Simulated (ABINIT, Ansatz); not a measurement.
# CsPbBr3 (Pm-3m): changed settings of a GW run in ABINIT

Aim: change inputs of a GW run on CsPbBr3 (Pm-3m) and see what moves.

Calculated with ABINIT 10.8.3; PBE and many-body steps on it, plane waves.

This is a report of a sequence of runs, with most program output left out.

## 1. The structure

Symmetry: Pm-3m, No. 221, cubic system. Conventional cell: a = 5.949 Å, b = 5.949 Å, c = 5.949 Å, α = 90.00°, β = 90.00°, γ = 90.00°. Nearest to Cs lie 12 Br at 4.21 Å. Nearest to Pb lie 6 Br at 2.97 Å. Nearest to Br lie 2 Pb at 2.97 Å and 4 Cs at 4.21 Å. Farther neighbours and most contacts between anions are not listed.

The cell and positions are those that the Materials Project relaxed with its own functionals (PBE, PBE+U or r2SCAN), kept fixed. Spin-orbit coupling is left out unless a step names it.

## 2. Screening, 2×2×2 mesh, 240 bands, screening to 141.5 eV

This step: ABINIT 10.8.3; RPA screening on PBE, plane waves, norm-conserving pseudopotentials.

The RPA dielectric matrix is built and inverted for each q.

The input, run.abi:

```
acell 3*1.0 Angstrom
rprim 
  5.948630820000 0.000000000000 0.000000000000
  0.000000000000 5.948630820000 0.000000000000
  0.000000000000 0.000000000000 5.948630820000
ntypat 3
znucl 55 82 35
natom 5
typat 1 2 3 3 3
xred 
  0.000000000000 0.000000000000 0.000000000000
  0.500000000000 0.500000000000 0.500000000000
  0.500000000000 0.500000000000 0.000000000000
  0.500000000000 0.000000000000 0.500000000000
  0.000000000000 0.500000000000 0.500000000000
pp_dirpath "pseudos"
pseudos "Cs.upf, Pb.upf, Br.upf"
ecut 34
ngkpt 2 2 2
nshiftk 1
shiftk 0 0 0
kptopt 1
chksymbreak 0
istwfk *1
occopt 1
irdwfk 1
optdriver 3
nband 240
ecuteps 5.2
inclvkb 2
awtr 1
symchi 1
indata_prefix "in"
outdata_prefix "out"
tmpdata_prefix "tmp"
```

Run with:

```sh
$ OMP_NUM_THREADS=1 mpirun -n 4 abinit run.abi > log
```

The job ended after 3.7 min (4 MPI ranks of Arm Neoverse V1, shared host; peak memory 3.3 GiB).

This step gave:

* ε∞ with local fields, on this mesh, along the program's q direction: 9.080
* the same without local fields: 10.30
* plasma frequency: 23.18 eV
* plane waves in the screening matrix: 799

Local fields lower ε∞ by 12 %. On a Γ-centred mesh this coarse the value itself is usually too large, while a short band sum pulls it down.

## 3. Base

The self-energy is evaluated for the states that the input lists, and the levels follow from it, in one-shot runs by the linearised quasiparticle equation.

This step: G0W0 on PBE, plane waves, norm-conserving pseudopotentials.

Changes to run.abi since step 2:

```diff
@@ -26,8 +26,17 @@
 irdwfk 1
-optdriver 3
+optdriver 4
 nband 240
+gwcalctyp 0
+ecutsigx 34
+symsigma 1
+nkptgw 2
+kptgw 
+  0.5000000000 0.5000000000 0.5000000000
+  0.0000000000 0.0000000000 0.0000000000
+bdgw 
+  38 44
+  39 44
 ecuteps 5.2
-inclvkb 2
-awtr 1
-symchi 1
+irdscr 1
+ppmodel 1
 indata_prefix "in"
```

The job ended after 1.7 min (4 MPI ranks; peak memory 2.9 GiB; 6.8 min of CPU time).

This step gave:

```
G0W0 gap on the points computed              : 3.396 eV
starting gap on the mesh                     : 1.690 eV
k of the valence top                         : 0.5, 0.5, 0.5
k of the conduction bottom                   : 0.5, 0.5, 0.5
Z at the valence top                         : 0.799
Z at the conduction bottom                   : 0.818
least direct G0W0 gap on the computed points : 3.396 eV
```

The gap on the mesh goes from 1.69 eV to 3.40 eV, a correction of +1.71 eV.

## 4. Broadening of the poles

Changes to run.abi since step 3:

```diff
@@ -41,2 +41,3 @@
 ppmodel 1
+zcut 0.01 eV
 indata_prefix "in"
```

Run time: 1.7 min. Hardware: 4 MPI ranks; peak memory 2.9 GiB.

This step gave:

| Quantity | Value |
| --- | --- |
| G0W0 gap on the points computed | 3.396 eV |
| starting gap on the mesh | 1.690 eV |
| k of the valence top | 0.5, 0.5, 0.5 |
| k of the conduction bottom | 0.5, 0.5, 0.5 |
| Z at the valence top | 0.799 |
| Z at the conduction bottom | 0.818 |
| least direct G0W0 gap on the computed points | 3.396 eV |

Against G0W0 in ABINIT (2×2×2 mesh, 240 bands, screening to 141.5 eV, Godby-Needs plasmon pole), the gap moves by +0.000 eV.

## 5. Screening cutoff above the file's

Changes to run.abi since step 4:

```diff
@@ -38,6 +38,5 @@
   39 44
-ecuteps 5.2
+ecuteps 20.8
 irdscr 1
 ppmodel 1
-zcut 0.01 eV
 indata_prefix "in"
@@ -45 +44,2 @@
 tmpdata_prefix "tmp"
+gwmem 10
```

Run with:

```sh
$ OMP_NUM_THREADS=2 mpirun -n 2 abinit run.abi > log
```

Run time: 1.9 min. Hardware: 2 MPI ranks; peak memory 0.94 GiB.

The run ended normally, though the input holds a fault or crude settings.

The fault put into this input: screening cutoff above the file's. It printed a gap of 3.40 eV, the value of the sound run: the program fell back on what its files hold, so an unchanged gap is no proof of convergence.

## 6. Side by side

Times are wall times on 4 MPI ranks of Arm Neoverse V1, shared host, good to a factor of about two. A run's time includes the screening step that it read.

```
                    run   mesh  bands  screening cutoff (eV)  DFT gap (eV)  gap on the mesh (eV)  direct (eV)  ε∞ used     time
                   base  2×2×2    240                  141.5         1.690                 3.396        3.396     9.08  5.4 min
broadening of the poles  2×2×2    240                  141.5         1.690                 3.396        3.396     9.08  5.3 min
```

## 7. What came out

| Property | Result |
| --- | --- |
| base | 3.396 eV |
| broadening of the poles | 3.396 eV |
| known limits | not at the basis limit; no spin-orbit coupling; coarse k mesh |

**Reading.** Broadening of the poles: no change against base (keys changed: zcut). Bands and cutoff are finite, so the gap is not at the basis limit. The miss can reach some tenths of an eV and take either sign; the mesh is an error of its own. In the G0W0 runs levels were corrected at 2 k points alone, so a gap called «on the mesh» is the least over those, and an edge elsewhere would be missed. The 2×2×2 mesh is coarse for this cell, which bears on the long-range parts of exchange and screening. Where an edge is built on 6p states of lead, bismuth or thallium, scalar-relativistic gaps usually stand too wide, by a few tenths to over one eV. This is the ideal cubic cell; many perovskites, halides above all, are cubic only on average, and local tilts or off-centring can widen the gap. The many-body steps are scalar-relativistic: spin-orbit coupling is not in them.

[Paths, hosts, dates, memory and timing lines, banners, echoed tables and standing remarks are left out of the program output.]

[Logs are printed without paths, hosts, clocks, repeated set-up lines and the standing remarks that a program may print on its own settings, such as how far it seeks lower states.]

[Runs of the session that timed out or met a known fault of the program may be left out.]

[Hosts, paths, dates, database ids (printed as entryN), source tags and the programs' standing remarks are cut or masked in the printed files.]

[G0W0 gaps are taken among the corrected bands and points alone; a level outside them can change the order at an edge.]

[Where Ansatz stands beside ABINIT at settings called matched, ABINIT's density can come from a denser mesh and the files from another edition; pairs whose starting gaps differed by over 0.03 eV were left out, so agreement reads better than it is.]
